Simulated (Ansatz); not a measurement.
# Ge (Fd-3m, 2 atoms in the cell) under biaxial strain in the (111) plane

Wanted: the shifts of the zone-centre modes of Ge (Fd-3m, 2 atoms in the cell) with strain.

Main program and level: Ansatz 0.2.0; DFT PBEsol, scalar-relativistic, plane waves, PAW; PAW set soft_1.

### Step 1. Set-up

Symmetry: Fd-3m, No. 227, cubic system. The conventional cell has a = 5.658 Å, b = 5.658 Å, c = 5.658 Å, α = 90.00°, β = 90.00°, γ = 90.00°. Nearest to Ge lie 4 Ge at 2.45 Å.

As a file:

```cif
data_structure
_symmetry_space_group_name_H-M 'P 1'
_symmetry_Int_Tables_number 1
_cell_length_a 4.0007
_cell_length_b 4.0007
_cell_length_c 4.0007
_cell_angle_alpha 60.000
_cell_angle_beta 60.000
_cell_angle_gamma 60.000
_cell_volume 45.28
loop_
_atom_site_label
_atom_site_type_symbol
_atom_site_fract_x
_atom_site_fract_y
_atom_site_fract_z
_atom_site_occupancy
Ge1 Ge 0.50000 0.50000 0.50000 1
Ge2 Ge 0.75000 0.75000 0.75000 1
```

### Step 2. Relaxation

Harmonic phonons are second derivatives at a point where the forces vanish, and they are wanted at zero stress, so atoms and cell are relaxed first.

input.yaml

```yaml
crystal:
  lattice:
    - [0.0, 2.82891, 2.82891]
    - [2.82891, 0.0, 2.82891]
    - [2.82891, 2.82891, 0.0]
  atoms:
    - { symbol: Ge, position: [0.5, 0.5, 0.5] }
    - { symbol: Ge, position: [0.75, 0.75, 0.75] }
kpoints:
  mp_grid: { grid: [14, 14, 14] }
hamiltonian:
  xc: pbesol
  pseudopotentials: { kind: paw, azcp: { folder: soft_1 }, xc_functional: pbe }
scf:
  occupations: { method: gaussian, width: 0.1 }
output:
  forces: true
  stress: true
  eigenvalues: true
relax:
  adjacent_minimum: "off"
  f_tol: 0.005
  max_steps: 80
  cell: { stress_tol: 0.05 }
```

On the command line:

```console
$ ansatz run input.yaml --threads 4 --pin off --max-ram 10240MiB --backend cpu --events-out ev --progress --plain --runs-dir out
```

Numbers of over 12 decimals in the logs are rounded to 6 here.

What it wrote:

```text
Engine: ansatz 0.2.0, aarch64-unknown-linux-gnu
Pseudopotentials: kind: paw
Pseudopotential: Ge, paw, valence charge 14, recommended cutoff 420 eV (normal), soft_1/Ge.paw.azcp
Functional definition: PBEsol
  exchange = pbesol_x
  correlation = pbesol_c
Crystal: 2 atoms, lattice volume = 45.278 Å³
Basis set: ecut = 420 eV, 893 PW (Γ), exchange–correlation on 54×54×54 points (8 copies of the dense FFT grid, shifted against one another)
Bands: 18, of which v1, the nominal top of the filled ones, is band 14 counted from 1 (13 counted from 0)
Symmetry: 48 space group operations
Space group: Fd-3m (ITA 227), of the structure as read, at distance tolerance 3.6e-5 Å
k-points: 104 of 2744
Non-local potential: Ge, projectors of the file, l = 0: 2, l = 1: 2, l = 2: 3, l = 3: 1
PAW form: soft (Blöchl's): semilocal exchange-correlation on the pseudo side does not see the compensation charge
PAW frozen core: Ge, regenerated for the run's functional, and the local potential with it (the file was generated under x = pbe(κ = 0.804, μ = 0.219515), c = pbe(β = 0.066725))
PAW one-centre angular grid: Ge, 590 points (default); XC on 64 Gauss nodes
Initial density: superposition of atomic densities (chi_scale 0.1, normalization cell)
Initial wavefunctions: pseudopotential atomic-orbital guess
Functional: x = pbesol(κ = 0.804, μ = 0.123457), c = pbesol(β = 0.046)
SCF iter   1: F=—  HF=-8507.077289 eV  |F-HF|=—  |Δ(HF+E_count)|=         —  Δρ=3.54e-2  dr2=4.51e-1  ethr=3.10e-3  ⟨swp⟩=5.6  Hψ=8819  notcnv=0
preconditioner: auto → none  [insulator: Δε(μ)=0.207 eV  Ē_g=23.286 eV  σ=0.100 eV  W_gap=0.74  n_scr=14 (ndim 8)  ℏωp=29.2 eV  f_vac=0.000  D(μ)=0.02/eV (n_scr^D=0)  ε∞_Penn≈2.6]
SCF iter   2: F=—  HF=-8507.012554 eV  |F-HF|=—  |Δ(HF+E_count)|=   6.47e-2  Δρ=1.68e-2  dr2=8.41e-2  ethr=1.61e-3  ⟨swp⟩=2.0  Hψ=3072  notcnv=0
SCF iter   3: F=—  HF=-8507.006159 eV  |F-HF|=—  |Δ(HF+E_count)|=   6.40e-3  Δρ=1.65e-3  dr2=3.18e-4  ethr=3.00e-4  ⟨swp⟩=2.5  Hψ=2685  notcnv=0
SCF iter   4: F=—  HF=-8507.006325 eV  |F-HF|=—  |Δ(HF+E_count)|=   1.67e-4  Δρ=2.63e-4  dr2=2.11e-5  ethr=1.14e-6  ⟨swp⟩=2.0  Hψ=3141  notcnv=0
SCF iter   5: F=—  HF=-8507.006278 eV  |F-HF|=—  |Δ(HF+E_count)|=   4.75e-5  Δρ=8.26e-5  dr2=2.35e-6  ethr=7.55e-8  ⟨swp⟩=2.0  Hψ=3331  notcnv=0
SCF iter   6: F=—  HF=-8507.006275 eV  |F-HF|=—  |Δ(HF+E_count)|=   2.32e-6  Δρ=2.21e-5  dr2=1.45e-7  ethr=8.38e-9  ⟨swp⟩=2.0  Hψ=3329  notcnv=0
SCF iter   7: F=-8507.006275 eV  HF=-8507.006275 eV  |F-HF|=2.10e-9  |Δ(HF+E_count)|=   1.16e-7  Δρ=2.16e-6  dr2=1.25e-9  ethr=3.57e-10  ⟨swp⟩=4.4  Hψ=7197  notcnv=0
SCF 1 converged in 7 iterations: F = -8507.006275 eV  dr2 = 1.25e-9
  greatest PAW one-centre occupation: 0.998 electrons in one spin orbital (limit 2), on the Ge atom at site 1 (counted from 0), in its partial waves of l = 2
relax step   1: F+E_penalty+E_count = -8507.00627520 eV  Δ(F+E_penalty+E_count) = +0.000e0 eV  max|allowed force component| = 1.388e-17 eV/Å  Δτ_max = 0.0000 Å  P = +0.652 GPa  Ω = 45.278 Å³  (7 SCF iters, dr2 threshold 1.00e-7 eV, accepted)
Crystal: 2 atoms, lattice volume = 45.628 Å³
Initial density: handed on by an earlier stage of this run
Initial wavefunctions: those handed on with the density
iter 1 solved again at ethr=2.68e-7 eV; its pass at ethr=3.10e-3 eV (dr2=7.50e-5 eV) is discarded
SCF iter   1: F=—  HF=-8507.007062 eV  |F-HF|=—  |Δ(HF+E_count)|=         —  Δρ=3.58e-4  dr2=6.59e-5  ethr=2.68e-7  ⟨swp⟩=2.0  Hψ=10470  notcnv=0
preconditioner: auto → Kerker (q_TF=auto, 2.515 Å⁻¹)  [metal: Δε(μ)=0.094 eV  Ē_g=23.385 eV  σ=0.100 eV  W_gap=0.46  n_scr=14 (ndim 8)  ℏωp=29.1 eV  f_vac=0.064  D(μ)=0.05/eV (n_scr^D=0)]
SCF iter   2: F=—  HF=-8507.007060 eV  |F-HF|=—  |Δ(HF+E_count)|=   2.09e-6  Δρ=2.41e-4  dr2=3.57e-5  ethr=2.36e-7  ⟨swp⟩=1.0  Hψ=1872  notcnv=0
SCF iter   3: F=—  HF=-8507.007058 eV  |F-HF|=—  |Δ(HF+E_count)|=   2.44e-6  Δρ=6.03e-5  dr2=3.37e-6  ethr=1.28e-7  ⟨swp⟩=2.0  Hψ=2276  notcnv=0
SCF iter   4: F=—  HF=-8507.007058 eV  |F-HF|=—  |Δ(HF+E_count)|=   2.69e-8  Δρ=3.95e-5  dr2=7.97e-7  ethr=1.20e-8  ⟨swp⟩=2.0  Hψ=3329  notcnv=0
SCF iter   5: F=-8507.007058 eV  HF=-8507.007058 eV  |F-HF|=2.98e-8  |Δ(HF+E_count)|=   6.53e-7  Δρ=6.20e-6  dr2=1.84e-8  ethr=7.14e-10  ⟨swp⟩=5.0  Hψ=7508  notcnv=0
SCF 2 converged in 5 iterations: F = -8507.007058 eV  dr2 = 1.84e-8
relax step   2: F+E_penalty+E_count = -8507.00705822 eV  Δ(F+E_penalty+E_count) = -7.830e-4 eV  max|allowed force component| = 4.163e-17 eV/Å  Δτ_max = 0.0000 Å  P = +0.122 GPa  Ω = 45.628 Å³  energy of the carried Pulay correction = -5.926e-5 eV  (5 SCF iters, dr2 threshold 2.00e-7 eV, accepted)
Crystal: 2 atoms, lattice volume = 45.709 Å³
iter 1 solved again at ethr=1.54e-8 eV; its pass at ethr=3.10e-3 eV (dr2=4.31e-6 eV) is discarded
SCF iter   1: F=—  HF=-8507.007076 eV  |F-HF|=—  |Δ(HF+E_count)|=         —  Δρ=8.32e-5  dr2=3.83e-6  ethr=1.54e-8  ⟨swp⟩=2.0  Hψ=10463  notcnv=0
preconditioner: auto → Kerker (q_TF=auto, 2.514 Å⁻¹)  [metal: Δε(μ)=0.089 eV  Ē_g=23.379 eV  σ=0.100 eV  W_gap=0.44  n_scr=14 (ndim 8)  ℏωp=29.1 eV  f_vac=0.063  D(μ)=0.05/eV (n_scr^D=0)]
SCF iter   2: F=—  HF=-8507.007076 eV  |F-HF|=—  |Δ(HF+E_count)|=   3.01e-7  Δρ=5.69e-5  dr2=2.12e-6  ethr=1.37e-8  ⟨swp⟩=1.0  Hψ=1872  notcnv=0
SCF iter   3: F=—  HF=-8507.007076 eV  |F-HF|=—  |Δ(HF+E_count)|=   2.57e-8  Δρ=1.46e-5  dr2=1.42e-7  ethr=7.57e-9  ⟨swp⟩=2.1  Hψ=2285  notcnv=0
SCF iter   4: F=—  HF=-8507.007076 eV  |F-HF|=—  |Δ(HF+E_count)|=   7.49e-9  Δρ=9.26e-6  dr2=4.21e-8  ethr=1.33e-10  ⟨swp⟩=4.0  Hψ=6658  notcnv=0
SCF iter   5: F=-8507.007076 eV  HF=-8507.007076 eV  |F-HF|=2.85e-9  |Δ(HF+E_count)|=   3.37e-8  Δρ=2.29e-6  dr2=3.12e-9  ethr=1.33e-10  ⟨swp⟩=5.0  Hψ=7478  notcnv=0
SCF 3 converged in 5 iterations: F = -8507.007076 eV  dr2 = 3.12e-9
relax step   3: F+E_penalty+E_count = -8507.00707602 eV  Δ(F+E_penalty+E_count) = -1.780e-5 eV  max|allowed force component| = 6.476e-17 eV/Å  Δτ_max = 0.0000 Å  P = +0.002 GPa  Ω = 45.709 Å³  energy of the carried Pulay correction = -7.294e-5 eV  (5 SCF iters, dr2 threshold 3.72e-8 eV, accepted)
Initial wavefunctions: pseudopotential atomic-orbital guess (no wavefunctions were taken with the density)
iter 1 solved again at ethr=1.73e-7 eV; its pass at ethr=3.10e-3 eV (dr2=4.85e-5 eV) is discarded
SCF iter   1: F=—  HF=-8507.007153 eV  |F-HF|=—  |Δ(HF+E_count)|=         —  Δρ=7.25e-6  dr2=5.75e-9  ethr=1.73e-7  ⟨swp⟩=2.5  Hψ=12991  notcnv=0
eigensolver tolerance schedule: the retry pair's looser diagonalisation over-reported the residual by 8434.24 of it (diagonalisation noise at 0.89 of the residual, at the tolerance the schedule requests for it); recorded, not acted on — ethr = c·dr2/N_el stays at c = 1.0e-1
preconditioner: auto → Kerker (q_TF=auto, 2.514 Å⁻¹)  [metal: Δε(μ)=0.089 eV  Ē_g=23.380 eV  σ=0.100 eV  W_gap=0.44  n_scr=14 (ndim 8)  ℏωp=29.1 eV  f_vac=0.063  D(μ)=0.05/eV (n_scr^D=0)]
SCF iter   2: F=—  HF=-8507.007151 eV  |F-HF|=—  |Δ(HF+E_count)|=   1.98e-6  Δρ=5.51e-6  dr2=4.96e-9  ethr=2.05e-11  ⟨swp⟩=3.2  Hψ=4460  notcnv=0
SCF iter   3: F=—  HF=-8507.007151 eV  |F-HF|=—  |Δ(HF+E_count)|=   3.03e-9  Δρ=2.32e-6  dr2=1.20e-9  ethr=1.77e-11  ⟨swp⟩=2.0  Hψ=3245  notcnv=0
SCF iter   4: F=—  HF=-8507.007151 eV  |F-HF|=—  |Δ(HF+E_count)|=  8.00e-10  Δρ=4.75e-7  dr2=1.41e-10  ethr=4.27e-12  ⟨swp⟩=2.5  Hψ=2843  notcnv=0
SCF iter   5: F=—  HF=-8507.007151 eV  |F-HF|=—  |Δ(HF+E_count)|=  1.80e-10  Δρ=1.78e-7  dr2=2.39e-11  ethr=1.00e-12  ⟨swp⟩=2.0  Hψ=2198  notcnv=0
SCF iter   6: F=-8507.007151 eV  HF=-8507.007151 eV  |F-HF|=0.00e0  |Δ(HF+E_count)|=  2.18e-11  Δρ=4.77e-8  dr2=1.44e-12  ethr=1.00e-12  ⟨swp⟩=5.0  Hψ=7080  notcnv=0
SCF 4 converged in 6 iterations: F = -8507.007151 eV  dr2 = 1.44e-12
relax step   4: F+E_penalty+E_count = -8507.00715097 eV  Δ(F+E_penalty+E_count) = -7.494e-5 eV  max|allowed force component| = 1.850e-17 eV/Å  Δτ_max = 0.0000 Å  P = +0.003 GPa  Ω = 45.709 Å³  stress off target by 2.84e-3 GPa  SCF on the basis re-selected at this cell (its energy is not comparable with the rows above)  (6 SCF iters)
basis re-selected at this cell: Δ(F+E_penalty+E_count) = -7.494e-5 eV, ΔP = +0.001 GPa vs the last step (what re-selecting the basis moved, of the pressure what is left beyond the Pulay correction that the steps carried, after the strain that the cell walked since its last selection, with what the two solves' SCF thresholds leave and, on support functions, any second-order correction that the steps lacked; it is no m [...]
SCF converged after 6 iterations
Free energy (F): -8507.007151 eV
Harris-Foulkes:  -8507.007151 eV  (|F-HF|=0.00e0)
Internal energy: -8507.006908 eV  (E = F + TS)
E sigma→0 (E₀):  -8507.007029 eV
Entropy (-TS):   -0.000243 eV (-0.122 meV/atom)
Fermi energy:    8.299995 eV
--- Per-component energies (eV) ---
  E_band       = -306.743266
  E_kinetic    = 185.598634
  E_local      = -4517.700411  (includes V_loc(G=0)·N_el)
  E_nonlocal   = 438.715708
  E_hartree    = 2150.059815
  E_xc         = -142.139304
  E_vxc        = -130.257080  (∫ρ·V_xc dr)
  E_paw        = -3944.720222  (= ΣΔE_a)
  E_vpaw       = -583.219897  (= ΣTr[D̂ρ^β])
  E_aug_tail   = 0.000051  (compensation charges beyond the density's cutoff)
  E_ewald      = -2678.657053
  E_core_change = 1.835876  (= ΣΔE_core)
  E_smearing   = -0.000243  (= −TS)
  E_closure    = 0.000000  (closes the sum)
  Σ components = -8507.007151   (vs F -8507.007151, Δ=0.00e0)
--- Forces (eV/Å), atoms counted from 1 ---
  atom   1  Ge    -0.00000000     0.00000000    -0.00000000
  atom   2  Ge    -0.00000000    -0.00000000    -0.00000000
  max |Σ_I F_I| component: 5.55e-17 eV/Å
--- Stress (GPa, compression-positive) ---
        0.002838      -0.000000      -0.000000
       -0.000000       0.002838      -0.000000
       -0.000000      -0.000000       0.002838
  P = ⅓ Tr σ = 0.0028 GPa (0.028 kbar)
--- Band table (eV; the first three rows and the last of 104) ---
  k-point 0: bands = [... 10 lower, -4.4360, 8.1825, 8.2843, 8.2843, 8.2843, 10.8067, 10.8067, 10.8067]
  k-point 1: bands = [... 10 lower, -4.3740, 6.9360, 8.1590, 8.1590, 9.1023, 10.9735, 10.9735, 11.0704]
  k-point 2: bands = [... 10 lower, -4.1898, 5.5512, 7.8730, 7.8730, 9.2156, 11.3550, 11.3550, 11.9688]
  k-point 103: bands = [... 10 lower, -0.4877, -0.4877, 4.4263, 4.4263, 11.8876, 11.8876, 13.5939, 13.5939]
--- Relaxed structure (3 steps of the walk, 3 accepted, 1 SCFs on fresh bases) ---
  F+E_penalty+E_count = -8507.00715097 eV   max|allowed force component| = 1.850e-17 eV/Å   (the final SCF, on the basis selected at the relaxed cell)
  cell:  # Å, volume = 45.7093 Å³
    - [0, 2.837863, 2.837863]
    - [2.837863, 0, 2.837863]
    - [2.837863, 2.837863, 0]
  atoms:
    - { symbol: Ge, position: [0.5, 0.5, 0.5] }
    - { symbol: Ge, position: [0.75, 0.75, 0.75] }
```

Run time: 4.3 s. Hardware: 4 threads of Arm Neoverse V2, shared host; peak memory 0.39 GiB; 16 s of CPU time.

Step by step:

```csv
step,energy less that of the first step (eV),largest force component (eV/Å),pressure (GPa),volume (Å³)
1,0.0000,0.0000,0.65,45.28
2,-0.0008,0.0000,0.12,45.63
3,-0.0008,0.0000,0.00,45.71
4*,-0.0009,0.0000,0.00,45.71
```

Relaxation steps marked * repeat the geometry before them on a plane-wave basis chosen anew for their cell, so energy and pressure can jump there.

Forces are held to the 48 operations that the run works with; a distortion that breaks them can't arise in this run.

```csv
"conventional cell, symmetrised",before,after,change
a (Å),5.658,5.676,+0.3 %
b (Å),5.658,5.676,+0.3 %
c (Å),5.658,5.676,+0.3 %
volume (Å³/atom),22.64,22.85,+1.0 %
```

Final coordinates:

```
Ge
1.0
     0.00000    2.83786    2.83786
     2.83786    0.00000    2.83786
     2.83786    2.83786    0.00000
Ge
2
Direct
  0.50000 0.50000 0.50000
  0.75000 0.75000 0.75000
```

Numbers from this step:

* pressure: 0.002838 GPa
* volume per atom: 22.85 Å³
* gap on the k-mesh: 0 eV

In this step the volume went from 22.64 to 22.85 Å³/atom.

### Step 3. Tight relaxation

At this level the gap closes at Γ, and partly filled states there would soften the modes. So, after a tight relaxation on a Γ-centred mesh that is not shown, the volume is relaxed again on 12×12×12 points shifted off Γ, the mesh of all runs that follow.

input.yaml, the sections that differ from step 2:

```yaml
crystal:
  lattice:
    - [0.0, 2.8378631883, 2.8378631883]
    - [2.8378631883, 0.0, 2.8378631883]
    - [2.8378631883, 2.8378631883, 0.0]
  atoms:
    - { symbol: Ge, position: [0.5, 0.5, 0.5] }
    - { symbol: Ge, position: [0.75, 0.75, 0.75] }
kpoints:
  mp_grid: { grid: [12, 12, 12], shift: [0.5, 0.5, 0.5] }
scf:
  occupations: { method: gaussian, width: 0.015 }
relax:
  adjacent_minimum: "off"
  f_tol: 0.001
  max_steps: 60
  cell: { stress_tol: 0.01, fix: [shape] }
# hamiltonian, output: as in step 2
```

What it wrote:

```text
[...]
k-point 181: bands = [... 10 lower, -2.2951, 0.7297, 6.0915, 6.7790, 9.1301, 11.8567, 12.2469, 15.5986]
--- Relaxed structure (2 steps of the walk, 2 accepted, 1 SCFs on fresh bases) ---
[...]
cell:  # Å, volume = 45.7049 Å³
    - [0, 2.837772, 2.837772]
    - [2.837772, 0, 2.837772]
    - [2.837772, 2.837772, 0]
  atoms:
    - { symbol: Ge, position: [0.499972, 0.499972, 0.499972] }
    - { symbol: Ge, position: [0.750028, 0.750028, 0.750028] }
[key lines of the parts left out:]
SCF converged after 6 iterations
Free energy (F): -8507.007654 eV
Fermi energy:    8.314065 eV
P = ⅓ Tr σ = -0.0013 GPa (-0.013 kbar)
```

Elapsed: 6.1 s, on 4 threads; peak memory 0.44 GiB.

Little changed from the start: no atom moved by 0.005 Å and no cell edge by 0.1 %.

Numbers from this step:

```yaml
pressure: -0.001277 GPa
gap_on_the_k_mesh: 0.1483 eV
```

The largest force component left is 0.070 meV/Å and the pressure is -0.001 GPa, within the tolerances set. The cell now holds 22.85 Å³/atom.

### Step 4. Modes at rest

Phonons follow from the second derivative of the energy, found here by linear response.

The modes at rest are the reference of the series.

input.yaml, the sections that differ from step 3:

```yaml
crystal:
  lattice:
    - [0.0, 2.8377722365, 2.8377722365]
    - [2.8377722365, 0.0, 2.8377722365]
    - [2.8377722365, 2.8377722365, 0.0]
  atoms:
    - { symbol: Ge, position: [0.4999723089, 0.4999723089, 0.4999723089] }
    - { symbol: Ge, position: [0.7500276911, 0.7500276911, 0.7500276911] }
output:
  eigenvalues: true
phonons:
  method: dfpt
# kpoints, hamiltonian, scf: as in step 3
# relax: removed
```

What it wrote:

```text
[...]
Crystal: 2 atoms, lattice volume = 45.705 Å³
Basis set: ecut = 420 eV, 893 PW (Γ), exchange–correlation on 64×64×64 points (8 copies of the dense FFT grid, shifted against one another)
Bands: 18, of which v1, the nominal top of the filled ones, is band 14 counted from 1 (13 counted from 0)
Symmetry: 12 space group operations
k-points: 468 of 1728 (irreducible under 2 space group operations, time reversal used)
[...]
SCF iter   1: F=—  HF=-8507.076819 eV  |F-HF|=—  |Δ(HF+E_count)|=         —  Δρ=3.48e-2  dr2=4.41e-1  ethr=3.10e-3  ⟨swp⟩=6.0  Hψ=38759  notcnv=0
[...]
SCF iter   9: F=-8507.007654 eV  HF=-8507.007654 eV  |F-HF|=7.28e-12  |Δ(HF+E_count)|=  5.95e-10  Δρ=1.15e-7  dr2=3.72e-12  ethr=1.00e-12  ⟨swp⟩=4.0  Hψ=44755  notcnv=0
SCF 1 converged in 9 iterations: F = -8507.007654 eV  dr2 = 3.72e-12
[...]
DFPT response loops at Γ: preconditioner auto → none (the input reference at scf.mixing.eps_inf says where Resta's filter doesn't serve); β = 0.50; Broyden in place of MSR1
SCF converged after 9 iterations
Free energy (F): -8507.007654 eV
[...]
Internal energy: -8507.007654 eV  (E = F + TS)
E sigma→0 (E₀):  -8507.007654 eV
Fermi energy:    8.314065 eV
[...]
--- Band table (eV; the first three rows and the last of 468) ---
  k-point 0: bands = [... 10 lower, -4.4144, 7.5007, 8.2394, 8.2394, 8.8322, 10.8687, 10.8687, 10.8858]
  k-point 1: bands = [... 10 lower, -4.3022, 6.3402, 7.7662, 8.1649, 9.3958, 10.9875, 11.0618, 11.5923]
  k-point 2: bands = [... 10 lower, -4.0259, 4.7997, 7.3262, 7.8472, 9.3314, 11.4045, 11.6523, 12.6962]
  k-point 467: bands = [... 10 lower, -2.3509, 0.7193, 6.6412, 6.8463, 8.6391, 11.9204, 12.0720, 15.3489]
--- Phonons (Γ-DFPT): 1 representative perturbation + reference, on 468 of 1728 k-points (Σ response iterations 3) ---
  k mesh reduced under 2 symmetry operations, with k and −k counted as one. Each operation leaves every solved perturbation unchanged. A smaller set is not used because it would not reduce the number of displacements times k-points to solve
  ASR residual: 3.024e-5 → 0.000e0 eV/Å²; symmetrization residual: 2.027e-12 eV/Å²
  ASR residual per site (eV/Å²): 3.02e-5 3.02e-5
  Γ frequencies (cm⁻¹): 0.00 0.00 0.00 288.59 288.59 288.65
  non-analytic LO–TO correction: not included (Born effective charges unavailable; polar crystals: no LO–TO splitting at Γ)
```

The job ended after 18 s (4 threads; peak memory 1.3 GiB; 65 s of CPU time).

In the SCF lines HF is the Harris–Foulkes energy and dr2 the Hartree energy of the density residual, in eV; the loop may stop once dr2 is under the threshold and the program's other checks hold. Hψ counts applications of the Hamiltonian.

This step gave:

| Quantity | Value |
| --- | --- |
| sum-rule residual before enforcement | 3.02e-5 eV/Å² |
| highest optical mode at the zone centre (no LO-TO term) | 288.6 cm⁻¹ |
| lowest optical zone-centre mode | 288.6 cm⁻¹ |

Patterns of degenerate modes are one choice out of their space. Modes at Γ:

```csv
mode,frequency (cm⁻¹)
1,0.0
2,0.0
3,0.0
4,288.6
5,288.6
6,288.6
```

Displacements in mode 5 (288.6 cm⁻¹), the largest set to 1:
```
Ge1  1.00 -0.50 -0.50
Ge2 -1.00  0.50  0.50
```

Before it was imposed, the acoustic sum rule was missed by 3.0e-5 eV/Å². Small misses are needed for a sound result but don't prove that mesh and cutoff are converged. The lowest optical mode is real, 289 cm⁻¹.

(Part 1 of 2 ends here.)

[Logs are printed without paths, hosts, clocks, repeated set-up lines and the standing remarks that a program may print on its own settings, such as how far it seeks lower states.]

[Hosts, paths, dates, database ids (printed as entryN), source tags and the programs' standing remarks are cut or masked in the printed files.]
